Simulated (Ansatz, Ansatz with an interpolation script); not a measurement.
# From a coarse GW mesh to bands everywhere: MgH2 (Pbcn), part 2 of 2

Wanted: quasiparticle gap and band widths of MgH2 (Pbcn) over the whole zone.

Ansatz 0.2.0; LDA, Wannier functions and G0W0, plane waves, PAW. Known limits of the many-body steps: not at the basis limit.

So far. Step 3 (Wannier functions (H:1s Mg:3s) on 8×8×8): Near the gap the model misses directly solved bands by 7.3 meV r.m.s. and by 110 meV at most in the window tested. This tests the starting bands, not the corrections carried with them. Step 4 (G0W0 at every point of the mesh: 4×4×4 mesh, 876 empty …): The gap on the mesh goes from 3.41 eV to 5.57 eV, a correction of +2.16 eV.

**5. Interpolating the corrections**

A script adds the corrections, carried to the Wannier functions and back, to the LDA levels, along the path and on a 13×9×13 mesh.

* G0W0 gap over the zone: 5.458 eV
* valence top at: Γ
* starting gap over the zone: 3.277 eV
* least direct G0W0 gap: 5.573 eV
* G0W0 gap on the mesh: 5.573 eV
* valence width, start: 6.985 eV
* valence width, G0W0: 6.623 eV
* gap by a rigid shift: 5.436 eV

Levels solved directly plus the interpolated quasiparticle correction. Limits: finite bands, cutoff and mesh. Quasiparticle bands along the path, in eV, zero at the valence-band top of each set:

```csv
point,band 21,band 22,band 23,band 24,band 25
Γ,-1.93,-0.83,-0.24,0.00,5.57
halfway,-1.81,-1.00,-0.48,-0.44,5.61
X,-1.52,-1.52,-1.08,-1.08,5.79
halfway,-1.41,-1.41,-0.57,-0.57,6.08
S,-1.11,-1.11,-0.67,-0.67,6.86
halfway,-1.43,-1.43,-0.51,-0.51,6.81
Y,-1.10,-1.10,-0.49,-0.49,6.54
halfway,-0.98,-0.76,-0.69,-0.35,5.88
Γ,-1.93,-0.83,-0.24,0.00,5.57
halfway,-1.67,-0.52,-0.47,-0.19,5.97
Z,-1.00,-1.00,-0.61,-0.61,6.77
halfway,-1.60,-1.60,-0.68,-0.68,6.07
U,-1.14,-1.14,-1.14,-1.14,6.14
halfway,-1.69,-1.69,-1.69,-1.69,7.20
R,-2.36,-2.36,-2.36,-2.36,8.95
halfway,-1.26,-1.26,-1.21,-1.21,8.08
T,-0.40,-0.40,-0.40,-0.40,7.85
halfway,-0.82,-0.82,-0.24,-0.24,6.89
Z,-1.00,-1.00,-0.61,-0.61,6.77
jump to X,-1.52,-1.52,-1.08,-1.08,5.79
halfway,-1.39,-1.39,-1.04,-1.04,6.47
U,-1.14,-1.14,-1.14,-1.14,6.14
jump to Y,-1.10,-1.10,-0.49,-0.49,6.54
halfway,-0.90,-0.90,-0.12,-0.12,6.97
T,-0.40,-0.40,-0.40,-0.40,7.85
jump to S,-1.11,-1.11,-0.67,-0.67,6.86
```

The same for LDA:

```csv
point,band 21,band 22,band 23,band 24,band 25
Γ,-1.96,-0.97,-0.25,0.00,3.41
X,-1.60,-1.60,-1.16,-1.16,3.56
S,-1.15,-1.15,-0.68,-0.68,4.67
Y,-1.13,-1.13,-0.56,-0.56,4.35
Γ,-1.96,-0.97,-0.25,0.00,3.41
Z,-1.02,-1.02,-0.75,-0.75,4.58
U,-1.17,-1.17,-1.17,-1.17,3.96
R,-2.50,-2.50,-2.50,-2.50,6.79
T,-0.42,-0.42,-0.42,-0.42,5.69
Z,-1.02,-1.02,-0.75,-0.75,4.58
X,-1.60,-1.60,-1.16,-1.16,3.56
U,-1.17,-1.17,-1.17,-1.17,3.96
Y,-1.13,-1.13,-0.56,-0.56,4.35
T,-0.42,-0.42,-0.42,-0.42,5.69
```

The first set of quasiparticle bands as a text plot (rows in eV):

```
    8.6 |                                ++                     +
    8.0 |                               +  ++++             +  +
    7.3 |                              +       ++         ++  +
    6.7 |        +++++++       +++    +          ++  +  ++   +
    6.0 | +   +++       ++   ++   ++++             ++ ++
    5.4 |+ +++            +++
    4.7 |
    4.1 |
    3.4 |
    2.8 |
    2.1 |
    1.5 |
    0.8 |
    0.2 |*                ****                            *
   -0.5 |****  *********************         ******     ** ***
   -1.1 |****** ***** **** *   ***  ***     *    **********  **
   -1.8 |*******     ***********  **   ** **       **   *     **
   -2.4 |***   *    *    **** ******     *        *  *   *     **
   -3.1 |**     ** *       ***      *    *      **    *   *   ***
   -3.7 |  *      *       *  *       **** ***  *       *   * * **
   -4.4 |   *    ***     *    *     *        ***      *    ****
   -5.0 |    ****   **  *      *****            ******   **
   -5.6 |   *         **       *                        *
   -6.3 |***            *******
         Γ    X   S    Y   Γ    Z    U   R    T   Z|X U|Y  T|S  R
```

Minima of the lowest conduction band, from levels solved directly at the displaced points, plus the interpolated correction; masses are left empty at degenerate points, on flat bands and where the interpolated correction rules the curvature; G0W0 masses are rough. Conduction valleys, by row:

```csv
point,k (reciprocal lattice),valleys in the zone,G0W0 level above the valence top (eV),LDA level above the valence top (eV),G0W0 principal masses (m_e),LDA principal masses (m_e)
-,0.339 0.000 -0.000,2,5.458,3.277,0.448 0.475 0.931,0.399 0.516 0.880
Γ,0.000 0.000 0.000,1,5.573,3.413,0.185 0.855 0.975,0.181 1.035 1.076
```

Second differences of levels solved directly at the displaced points, plus the interpolated correction, at the quasiparticle band edges; no spin-orbit coupling; left empty where the band is flat or the interpolated correction rules the curvature. Effective masses, by row:

```csv
carrier,point,Cartesian direction,band,LDA mass (m_e),G0W0 mass (m_e)
hole,Γ,100,24,0.843,0.89
hole,Γ,010,24,0.933,0.959
hole,Γ,001,24,1.656,1.913
hole,Γ,110,24,0.888,0.925
hole,Γ,111,24,1.04,1.106
electron,0.339 0.000 -0.000,100,25,0.515,0.474
electron,0.339 0.000 -0.000,010,25,0.879,0.93
electron,0.339 0.000 -0.000,001,25,0.4,0.451
electron,0.339 0.000 -0.000,110,25,0.65,0.628
electron,0.339 0.000 -0.000,111,25,0.539,0.556
```

Wannier model on a dense mesh, Gaussian width 0.15 eV. Limits: finite bands, cutoff and mesh. The density of states by energy, zero at the valence-band top of each set; read off at these points; values in states/eV/cell:

```csv
energy (eV),G0W0,LDA
-7.50,0,0
-7.00,3.0e-5,0.106
-6.50,0.338,0.642
-6.00,0.802,0.976
-5.50,1.08,1.27
-5.00,1.36,1.45
-4.50,1.84,1.73
-4.00,1.92,1.84
-3.50,1.80,2.12
-3.00,2.38,2.43
-2.50,2.86,2.86
-2.00,3.54,3.50
-1.50,3.78,3.71
-1.00,3.95,3.90
-0.60,6.39,6.25
-0.50,6.29,5.77
0.00,0.339,0.268
0.50,0,0
1.00,0,0
1.50,0,0
2.00,0,0
2.50,0,0
3.00,0,7.4e-4
3.50,0,0.384
4.00,0,0.556
4.50,0,0.850
5.00,0,1.44
5.50,0.203,1.48
6.00,0.483,1.84
```

Corrections by starting level (eV, on the run's own energy scale, so only their differences matter):

```csv
start,correction
-6.99,−1.10
-5.34,−1.16
-4.47,−1.22
-3.87,−1.27
-3.08,−1.33
-2.54,−1.34
-2.06,−1.35
-1.71,−1.44
-1.30,−1.38
-1.10,−1.41
-0.75,−1.33
-0.51,−1.44
-0.24,−1.42
3.41,+0.69
4.29,+0.71
4.79,+0.80
6.79,+0.61
```

**6. Results**

```json
{
 "LDA gap": "3.28 eV",
 "G0W0 gap over the zone": "5.46 eV, indirect",
 "least direct G0W0 gap, in the model": "5.57 eV",
 "GW settings": "4×4×4 mesh, 876 empty bands, screening to 220 eV",
 "known limits": "not at the basis limit"
}
```

The Wannier model follows the LDA bands to 7 meV r.m.s. near the gap, and misses by up to 110 meV in the window tested, so levels away from the edges are rougher. The G0W0 gap over the zone is 5.46 eV, indirect, from Γ to k = (0.339, 0.000, 0.000); on the mesh alone it is 5.57 eV, and a rigid shift of the LDA bands would give 5.44 eV. The valence width in the model goes from 6.99 eV to 6.62 eV. At the band edge the lightest electron mass is 0.4 m_e at the start and 0.45 m_e in G0W0; the G0W0 masses rest on corrections from the 4×4×4 mesh alone and are rough. Bands and cutoff are finite, so the gap is not at the basis limit. The miss can reach some tenths of an eV and take either sign; the mesh is an error of its own. Above the frozen window of the model the interpolated levels need not meet the computed ones, even at points of the mesh.

[Paths, hosts, dates, memory and timing lines, banners, echoed tables and standing remarks are left out of the program output.]

[Logs are printed without paths, hosts, clocks, repeated set-up lines and the standing remarks that a program may print on its own settings, such as how far it seeks lower states.]

[Runs of the session that timed out or met a known fault of the program may be left out.]

[Hosts, paths, dates, database ids (printed as entryN), source tags and the programs' standing remarks are cut or masked in the printed files.]
